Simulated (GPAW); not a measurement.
# Ballistic transport through a Fe chain with CO on top of one atom, from relaxation to T(E)

Aim: the conductance of a Fe chain with CO on top of one atom after relaxation, and whether geometry, basis or functional moves it most.

Method: GPAW LCAO, PAW setups; relaxation of the junction within the symmetry of its start, lead ends held, in the first sound run; inputs show where later runs differ, in GPAW 26.7.0.

This is a report of a sequence of runs, with most program output left out.

### 1. Set-up

The cell holds 15 atoms: 13 Fe, 1 C and 1 O. Its edges and angles: a = 9.000 Å, b = 9.000 Å, c = 29.380 Å, α = 90.0°, β = 90.0°, γ = 90.0°. Regions: left lead, 6 atoms (6 Fe); channel, 3 atoms (1 Fe, 1 C and 1 O); right lead, 6 atoms (6 Fe). Vacuum lies along a and b. The structure is stacked along c, and the current runs across the ab planes.

### 2. Relaxation

Transmission follows bond lengths closely, so the atoms between the held lead ends are relaxed first, within whatever symmetry the start has.

Contents of run.py:

```python
import json
from ase import Atoms
from ase.constraints import FixAtoms
from ase.optimize import BFGS
from gpaw import GPAW, FermiDirac

device = Atoms(
    ['Fe', 'Fe', 'Fe', 'Fe', 'Fe', 'Fe', 'Fe', 'C', 'O', 'Fe', 'Fe', 'Fe', 'Fe', 'Fe', 'Fe'],
    positions=[
        [4.50000, 4.50000, 1.13000],
        [4.50000, 4.50000, 3.39000],
        [4.50000, 4.50000, 5.65000],
        [4.50000, 4.50000, 7.91000],
        [4.50000, 4.50000, 10.17000],
        [4.50000, 4.50000, 12.43000],
        [4.50000, 4.50000, 14.69000],
        [6.10520, 4.50000, 14.69000],
        [7.26520, 4.50000, 14.69000],
        [4.50000, 4.50000, 16.95000],
        [4.50000, 4.50000, 19.21000],
        [4.50000, 4.50000, 21.47000],
        [4.50000, 4.50000, 23.73000],
        [4.50000, 4.50000, 25.99000],
        [4.50000, 4.50000, 28.25000]],
    cell=[[9.0, 0.0, 0.0], [0.0, 9.0, 0.0], [0.0, 0.0, 29.38]],
    pbc=True,
    magmoms=[3.0, 3.0, 3.0, 3.0, 3.0, 3.0, 3.0, 0.0, 0.0, 3.0, 3.0, 3.0, 3.0, 3.0, 3.0])

device.set_constraint(FixAtoms([0, 1, 2, 3, 4, 10, 11, 12, 13, 14]))
device.calc = GPAW(mode='lcao', basis='dzp', xc='PBE', h=0.18,
                   kpts={'size': (1, 1, 3), 'gamma': True},
                   symmetry={'tolerance': 1e-3, 'extra_ids': [1, 1, 1, 1, 1, 0, 0, 0, 0, 0, 1, 1, 1, 1, 1]},
                   occupations=FermiDirac(0.1), maxiter=250,
                   mixer=dict(beta=0.05, nmaxold=8, weight=100.0),
                   convergence=dict(density=0.0001), txt='relax.txt')
path = []
opt = BFGS(device, maxstep=0.15)
opt.attach(lambda: path.append((device.get_potential_energy(), device.positions.tolist(), device.get_forces().tolist())))
relaxed = bool(opt.run(fmax=0.05, steps=50))
json.dump(dict(relaxed=relaxed, path=path, positions=device.positions.tolist(), moments=device.get_magnetic_moments().tolist(),
               forces=device.get_forces(apply_constraint=False).tolist()), open('result.json', 'w'))
```

Run with:

```bash
> OMP_NUM_THREADS=1 OPENBLAS_NUM_THREADS=1 python run.py
```

Elapsed: 45 min, on 1 thread of Arm Neoverse V1, shared host; peak memory 1.6 GiB.

Relaxation path:

```csv
step,energy less that of the first step (eV),largest force (eV/Å)
1,0.0000,4.4228
2,-0.1939,3.6859
3,-0.2616,1.3566
4,-0.2761,0.2287
5,-0.2787,0.2122
6,-0.2846,0.3993
7,-0.2958,0.8114
8,-0.3152,1.0041
9,-0.3570,1.2662
10,-0.3969,1.3291
11,-0.4541,0.8183
12,-0.4727,0.3083
13,-0.4767,0.1389
14,-0.4778,0.1552
15,-0.4799,0.2329
16,-0.4843,0.3144
17,-0.4865,0.1532
18,-0.4886,0.0556
19,-0.4887,0.0321
```

The atoms that moved most (Å):

```csv
atom,dx,dy,dz,length
Fe6,0.444,0.000,0.115,0.458
Fe10,0.444,0.000,-0.115,0.458
Fe7,-0.347,0.000,0.000,0.347
C8,-0.223,0.000,0.000,0.223
O9,-0.165,0.000,0.000,0.165
```

Numbers from this step:

* sum of the site moments: 38.73 μB

Site moment by atom:

```csv
atom,site moment (μB)
Fe1,3.10
Fe2,3.09
Fe3,3.10
Fe4,3.10
Fe5,3.10
Fe6,3.01
Fe7,1.87
C8,-0.07
O9,-0.06
Fe10,3.01
Fe11,3.10
Fe12,3.10
Fe13,3.10
Fe14,3.09
Fe15,3.10
```

The relaxation lowered the energy of the cell by 0.489 eV (energies extrapolated to zero smearing; the optimiser's log prints free energies). The largest force left on a free atom is 0.032 eV/Å.

### 3. Double-zeta polarised basis

The script solves lead and junction separately, takes H and S in the orbital basis, and joins semi-infinite leads through their self-energies; the dzp basis is the working standard.

This step: GPAW LCAO, PAW setups; Landauer transmission from Green's functions with principal layers (ASE), zero bias (GPAW 26.7.0).

Contents of run.py:

```python
import json
import numpy as np
from ase import Atoms
from ase.transport.calculators import TransportCalculator
from gpaw import GPAW, FermiDirac
from gpaw.lcao.tools import get_lcao_hamiltonian
from scipy.linalg import eigh

# The junction with lead layers at both ends, along the third cell vector
device = Atoms(
    ['Fe', 'Fe', 'Fe', 'Fe', 'Fe', 'Fe', 'Fe', 'C', 'O', 'Fe', 'Fe', 'Fe', 'Fe', 'Fe', 'Fe'],
    positions=[
        [4.50000, 4.50000, 1.13000],
        [4.50000, 4.50000, 3.39000],
        [4.50000, 4.50000, 5.65000],
        [4.50000, 4.50000, 7.91000],
        [4.50000, 4.50000, 10.17000],
        [4.94354, 4.50000, 12.54486],
        [4.15344, 4.50000, 14.69000],
        [5.88257, 4.50000, 14.69000],
        [7.10053, 4.50000, 14.69000],
        [4.94354, 4.50000, 16.83514],
        [4.50000, 4.50000, 19.21000],
        [4.50000, 4.50000, 21.47000],
        [4.50000, 4.50000, 23.73000],
        [4.50000, 4.50000, 25.99000],
        [4.50000, 4.50000, 28.25000]],
    cell=[[9.0, 0.0, 0.0], [0.0, 9.0, 0.0], [0.0, 0.0, 29.38]],
    pbc=True,
    magmoms=[3.0, 3.0, 3.0, 3.0, 3.0, 3.0, 3.0, 0.0, 0.0, 3.0, 3.0, 3.0, 3.0, 3.0, 3.0])

# One principal layer of the lead: the first 3 atoms of the device
lead = Atoms(
    ['Fe', 'Fe', 'Fe'],
    positions=[
        [4.50000, 4.50000, 1.13000],
        [4.50000, 4.50000, 3.39000],
        [4.50000, 4.50000, 5.65000]],
    cell=[[9.0, 0.0, 0.0], [0.0, 9.0, 0.0], [0.0, 0.0, 6.78]],
    pbc=True,
    magmoms=[3.0, 3.0, 3.0])

settings = dict(mode='lcao', basis='dzp', xc='PBE', h=0.18,
                occupations=FermiDirac(0.1), maxiter=250,
                mixer=dict(beta=0.05, nmaxold=8, weight=100.0),
                convergence=dict(density=0.0001))
energies = np.arange(-2, 2 + 1e-9, 0.025)
eta = 0.0001
n1, n2 = 1, 1
# k and -k transmit alike, so half of the mesh across the current serves
mesh = [(i, j) for i in range(n1) for j in range(n2) if (i, j) <= (-i % n1, -j % n2)]
weights = np.array([1 if (i, j) == (-i % n1, -j % n2) else 2 for i, j in mesh]) / (n1 * n2)

# [... helper functions left out ...]
fermi_lead = ground_state(lead, (1, 1, 17), 'lead.txt')
fermi_device = ground_state(device, (1, 1, 3), 'device.txt')
# [... loop over the mesh left out, but for ...]
        # Shift the lead onto the potential of the device's first layer
        shift = ((H[:, 0, 0] - H0[:, 0, 0]) / S0[0, 0]).real.mean()
# [...]
kT = 8.617333e-5 * 300
bias = [0.1, 0.2, 0.5, 1.0, 1.5, 2.0]
# [... integrals and printing left out ...]
```

The job ended after 8.6 min (1 thread; peak memory 1.7 GiB).

Numbers from this step:

* conductance: 1.382 G₀
* largest coupling past the next principal layer: 5.77e-5 eV
* largest misfit of the first principal layer: 0.1298 eV
* shift that aligns the lead: 0.004529 eV
* basis functions of the junction: 221
* basis functions of a principal layer: 45
* transmission at the Fermi level, spin up: 0.9790
* transmission at the Fermi level, spin down: 1.623

Each spin. Table of transmission, zone mean by energy, zero at the Fermi level:

```csv
energy (eV),"T, spin up","T, spin down"
-2.000,2.44,0.0417
-1.925,2.63,0.00792
-1.800,2.41,0.00732
-1.600,1.97,0.0966
-1.400,1.26,0.235
-1.200,1.34,0.480
-1.125,1.78,0.616
-1.000,0.994,1.09
-0.800,0.995,1.66
-0.600,0.985,1.90
-0.400,0.979,2.09
-0.200,0.977,1.88
0.000,0.979,1.62
0.200,0.984,2.99
0.400,0.990,3.22
0.425,0.991,3.38
0.600,0.991,2.63
0.800,0.910,2.30
0.925,0.967,1.86
1.000,0.964,1.75
1.200,0.937,1.86
1.400,0.892,1.71
1.600,0.834,1.28
1.800,0.765,1.45
2.000,0.689,0.594
```

Not self-consistent under bias; the bias window is split evenly. Current through one cell, from the zero-bias transmission against bias:

```csv
bias (V),"current through one cell, from the zero-bias transmission (μA)"
0.100,10.9
0.200,22.4
0.500,60.6
1.000,130
1.500,191
2.000,245
```

Transmission of the three most open eigenchannels against energy, zero at the Fermi level:

```csv
energy (eV),channel 1 up,channel 2 up,channel 3 up,channel 1 down,channel 2 down,channel 3 down
-2.000,0.886,0.882,0.567,0.0417,0,0
-1.800,0.974,0.820,0.527,0.00732,0,0
-1.600,0.839,0.811,0.237,0.0966,0,0
-1.400,0.821,0.218,0.188,0.235,0,0
-1.200,0.968,0.359,0.00888,0.448,0.0314,1.0e-4
-1.000,0.994,5.1e-12,0,0.725,0.359,0.00760
-0.800,0.995,0,0,0.899,0.618,0.141
-0.600,0.985,0,0,0.977,0.707,0.214
-0.400,0.979,0,0,0.990,0.942,0.150
-0.200,0.977,0,0,0.929,0.793,0.143
0.000,0.979,0,0,0.909,0.493,0.208
0.200,0.984,0,0,0.990,0.926,0.571
0.400,0.990,0,0,0.956,0.941,0.856
0.600,0.991,0,0,0.989,0.964,0.421
0.800,0.910,0,0,0.970,0.711,0.478
1.000,0.964,0,0,0.826,0.567,0.205
1.200,0.937,0,0,0.916,0.750,0.152
1.400,0.892,0,0,0.780,0.757,0.169
1.600,0.834,0,0,0.791,0.248,0.239
1.800,0.765,0,0,0.835,0.557,0.0577
2.000,0.689,0,0,0.594,8.0e-10,1.4e-11
```

Couplings past the next layer reach 5.8e-5 eV, small enough to drop; the matrix elements of the cell's first layer differ from the bulk lead's by up to 0.13 eV. That layer keeps its own values in the calculation, and only beyond it is the lead taken as perfect. The Fermi levels of lead and junction count from different zeros of potential, one for each periodic cell; with both set to zero, the small remaining shift is what aligns them. By hand: G = 1.382 × 77.48 μS = 107 μS, a resistance of 9.34 kΩ; at 0.1 V a linear junction would pass 10.7 μA, and the integral over the bias window gives 10.9 μA.

### 4. GPAW, szp: basis = "szp(dzp)"

One radial function a shell plus polarisation makes the matrices smaller; the question is what that costs.

run.py, as its differences from that of step 3:

```diff
@@ -42,3 +42,3 @@
 
-settings = dict(mode='lcao', basis='dzp', xc='PBE', h=0.18,
+settings = dict(mode='lcao', basis='szp(dzp)', xc='PBE', h=0.18,
                 occupations=FermiDirac(0.1), maxiter=250,
```

It took 3.5 min on 1 thread; peak memory 1.7 GiB.

Numbers from this step:

- conductance: 1.468 G₀
- largest coupling past the next principal layer: 5.85e-5 eV
- largest misfit of the first principal layer: 0.05726 eV
- shift that aligns the lead: 0.007360 eV
- basis functions of the junction: 135
- basis functions of a principal layer: 27
- transmission at the Fermi level, spin up: 0.9913
- transmission at the Fermi level, spin down: 1.937

Each spin. The transmission, zone mean by energy, zero at the Fermi level:

```csv
energy (eV),"T, spin up","T, spin down"
-2.000,2.47,3.5e-6
-1.900,2.04,0.0406
-1.800,1.76,0.127
-1.700,1.56,0.223
-1.600,1.35,0.314
-1.500,1.06,0.397
-1.400,0.803,0.469
-1.300,0.975,0.533
-1.200,1.06,0.591
-1.100,1.27,0.680
-1.075,1.73,0.716
-1.000,0.892,0.785
-0.900,0.944,0.883
-0.800,0.975,1.12
-0.700,0.992,1.98
-0.600,0.998,2.25
-0.525,0.999,2.20
-0.500,0.999,2.17
-0.400,0.997,2.08
-0.300,0.994,2.06
-0.200,0.992,1.98
-0.100,0.991,1.92
0.000,0.991,1.94
0.100,0.992,2.00
0.200,0.994,3.10
0.300,0.996,3.12
0.375,0.997,3.19
0.400,0.998,3.07
0.500,0.999,2.20
0.600,0.998,2.41
0.700,0.995,2.15
0.800,0.992,1.82
0.900,0.986,1.67
1.000,0.977,1.58
1.100,0.965,1.61
1.200,0.949,1.68
1.300,0.930,1.78
1.400,0.907,1.74
1.500,0.880,1.51
1.600,0.849,1.34
1.700,0.814,1.36
1.800,0.775,1.52
1.900,0.733,1.59
2.000,0.689,1.11
```

Not self-consistent under bias; the bias window is split evenly. Current through one cell, from the zero-bias transmission against bias:

```csv
bias (V),"current through one cell, from the zero-bias transmission (μA)"
0.100,11.4
0.200,22.9
0.500,61.5
1.000,129
1.500,189
2.000,235
```

The transmission of the three most open eigenchannels by energy, zero at the Fermi level:

```csv
energy (eV),channel 1 up,channel 2 up,channel 3 up,channel 1 down,channel 2 down,channel 3 down
-2.000,0.944,0.891,0.586,3.5e-6,0,0
-1.800,0.930,0.517,0.279,0.127,0,0
-1.600,0.757,0.421,0.143,0.314,0,0
-1.400,0.638,0.121,0.0443,0.469,0,0
-1.200,0.891,0.169,7.1e-4,0.591,0,0
-1.000,0.892,1.0e-10,0,0.759,0.0178,0.00912
-0.800,0.975,0,0,0.843,0.161,0.113
-0.600,0.998,0,0,0.914,0.707,0.623
-0.400,0.997,0,0,0.997,0.928,0.138
-0.200,0.992,0,0,0.994,0.873,0.0937
0.000,0.991,0,0,0.988,0.800,0.128
0.200,0.994,0,0,0.989,0.958,0.910
0.400,0.998,0,0,0.993,0.927,0.806
0.600,0.998,0,0,0.947,0.789,0.456
0.800,0.992,0,0,0.949,0.693,0.0935
1.000,0.977,0,0,0.862,0.685,0.0374
1.200,0.949,0,0,0.836,0.796,0.0461
1.400,0.907,0,0,0.954,0.729,0.0613
1.600,0.849,0,0,0.759,0.430,0.146
1.800,0.775,0,0,0.898,0.460,0.162
2.000,0.689,0,0,0.687,0.403,0.0202
```

Site moment by atom:

```csv
atom,site moment (μB)
Fe1,3.19
Fe2,3.19
Fe3,3.19
Fe4,3.19
Fe5,3.21
Fe6,3.11
Fe7,1.77
C8,-0.09
O9,-0.08
Fe10,3.11
Fe11,3.21
Fe12,3.19
Fe13,3.19
Fe14,3.19
Fe15,3.19
```

The conductance, 1.47 G₀, lies 6.2 % above that of the dzp run.

### 5. GPAW, sz: basis = "sz(dzp)"

One function for each valence shell of the setup, as for a first survey of a large system.

run.py, as its differences from that of step 4:

```diff
@@ -42,3 +42,3 @@
 
-settings = dict(mode='lcao', basis='szp(dzp)', xc='PBE', h=0.18,
+settings = dict(mode='lcao', basis='sz(dzp)', xc='PBE', h=0.18,
                 occupations=FermiDirac(0.1), maxiter=250,
```

It took 2.7 min on 1 thread; peak memory 1.7 GiB.

Numbers from this step:

```
conductance                                    : 1.526 G₀
largest coupling past the next principal layer : 5.86e-5 eV
largest misfit of the first principal layer    : 0.07231 eV
shift that aligns the lead                     : 0.02212 eV
basis functions of the junction                : 86
basis functions of a principal layer           : 18
transmission at the Fermi level, spin up       : 0.9899
transmission at the Fermi level, spin down     : 2.048
```

Each spin. Table of transmission, zone mean by energy, zero at the Fermi level:

```csv
energy (eV),"T, spin up","T, spin down"
-2.000,2.31,0.102
-1.900,1.83,1.2e-5
-1.800,1.58,0.0647
-1.700,1.35,0.191
-1.600,0.968,0.316
-1.500,0.598,0.423
-1.400,0.919,0.511
-1.300,0.971,0.622
-1.200,0.938,0.720
-1.100,0.860,0.822
-1.000,0.880,0.933
-0.900,0.903,1.17
-0.800,0.926,1.77
-0.700,0.944,2.66
-0.675,0.948,2.71
-0.600,0.958,2.50
-0.500,0.969,2.20
-0.400,0.977,2.13
-0.300,0.982,2.16
-0.200,0.986,2.11
-0.100,0.988,2.04
0.000,0.990,2.05
0.100,0.991,2.12
0.200,0.992,3.13
0.275,0.993,3.26
0.300,0.993,3.23
0.400,0.994,2.94
0.500,0.995,1.72
0.600,0.997,1.92
0.700,0.999,1.76
0.800,0.983,1.74
0.900,0.477,1.74
1.000,0.525,1.71
1.100,0.777,1.71
1.200,0.832,1.76
1.300,0.848,1.89
1.375,0.850,1.99
1.400,0.850,1.99
1.500,0.845,1.66
1.600,0.836,1.30
1.700,0.824,1.15
1.800,0.809,1.06
1.900,0.790,0.920
2.000,0.769,0.623
```

The conductance, 1.53 G₀, lies 10 % above that of the dzp run.

### 6. revPBE in the dzp basis: xc = "revPBE"

Back in the dzp basis, the functional changes from PBE to revPBE, to set the spread between functionals beside that between bases.

run.py, as its differences from that of step 5:

```diff
@@ -42,3 +42,3 @@
 
-settings = dict(mode='lcao', basis='sz(dzp)', xc='PBE', h=0.18,
+settings = dict(mode='lcao', basis='dzp', xc='revPBE', h=0.18,
                 occupations=FermiDirac(0.1), maxiter=250,
```

The job ended after 7 min (1 thread; peak memory 1.7 GiB).

Numbers from this step:

| Property | Result |
| --- | --- |
| conductance | 1.331 G₀ |
| largest coupling past the next principal layer | 6.15e-5 eV |
| largest misfit of the first principal layer | 0.1818 eV |
| shift that aligns the lead | 0.01255 eV |
| basis functions of the junction | 221 |
| basis functions of a principal layer | 45 |
| transmission at the Fermi level, spin up | 0.9788 |
| lead channels, spin up | 1 |
| transmission at the Fermi level, spin down | 1.533 |
| lead channels, spin down | 4 |

Each spin. Table of transmission, zone mean by energy, zero at the Fermi level:

```csv
energy (eV),"T, spin up","T, spin down"
-2.000,2.57,0.0436
-1.900,2.49,0.00371
-1.800,2.36,0.00536
-1.700,2.17,0.0367
-1.600,1.78,0.0873
-1.500,1.38,0.150
-1.400,1.18,0.222
-1.300,1.19,0.320
-1.200,1.36,0.484
-1.175,1.37,0.528
-1.100,0.980,0.672
-1.000,0.998,1.01
-0.900,0.998,1.84
-0.800,0.993,1.67
-0.700,0.987,1.57
-0.600,0.982,1.85
-0.500,0.984,2.16
-0.400,0.977,2.11
-0.300,0.976,1.94
-0.200,0.976,1.79
-0.100,0.977,1.67
0.000,0.979,1.53
0.100,0.982,2.21
0.200,0.985,2.24
0.300,0.988,2.53
0.400,0.991,3.23
0.425,0.992,3.36
0.500,0.993,3.12
0.600,0.993,2.99
0.700,0.971,2.29
0.800,0.879,2.08
0.900,0.963,1.86
0.925,0.965,1.84
1.000,0.962,1.75
1.100,0.951,1.74
1.200,0.935,1.84
1.300,0.915,1.92
1.400,0.891,1.77
1.500,0.864,1.46
1.600,0.834,1.23
1.700,0.801,1.27
1.800,0.766,1.39
1.900,0.730,0.333
2.000,0.692,0.636
```

The conductance, 1.33 G₀, lies 3.7 % below that of the dzp run.

### 7. The structure as built: geometry = "as built"

The dzp basis with PBE on the structure as first built shows what the relaxation was worth.

run.py, as its differences from that of step 6:

```diff
@@ -17,7 +17,7 @@
         [4.50000, 4.50000, 10.17000],
-        [4.94354, 4.50000, 12.54486],
-        [4.15344, 4.50000, 14.69000],
-        [5.88257, 4.50000, 14.69000],
-        [7.10053, 4.50000, 14.69000],
-        [4.94354, 4.50000, 16.83514],
+        [4.50000, 4.50000, 12.43000],
+        [4.50000, 4.50000, 14.69000],
+        [6.10520, 4.50000, 14.69000],
+        [7.26520, 4.50000, 14.69000],
+        [4.50000, 4.50000, 16.95000],
         [4.50000, 4.50000, 19.21000],
@@ -42,3 +42,3 @@
 
-settings = dict(mode='lcao', basis='dzp', xc='revPBE', h=0.18,
+settings = dict(mode='lcao', basis='dzp', xc='PBE', h=0.18,
                 occupations=FermiDirac(0.1), maxiter=250,
```

The job ended after 8.1 min (1 thread; peak memory 1.7 GiB).

Numbers from this step:

```yaml
conductance: 2.193 G₀
largest_coupling_past_the_next_principal_layer: 5.77e-5 eV
largest_misfit_of_the_first_principal_layer: 0.1282 eV
shift_that_aligns_the_lead: 0.003179 eV
transmission_at_the_fermi_level_spin_up: 0.9985
transmission_at_the_fermi_level_spin_down: 3.418
```

[end of part 1 of 2]

[Logs are printed without paths, hosts, clocks, repeated set-up lines and the standing remarks that a program may print on its own settings, such as how far it seeks lower states.]

[Hosts, paths, dates, database ids (printed as entryN), source tags and the programs' standing remarks are cut or masked in the printed files.]
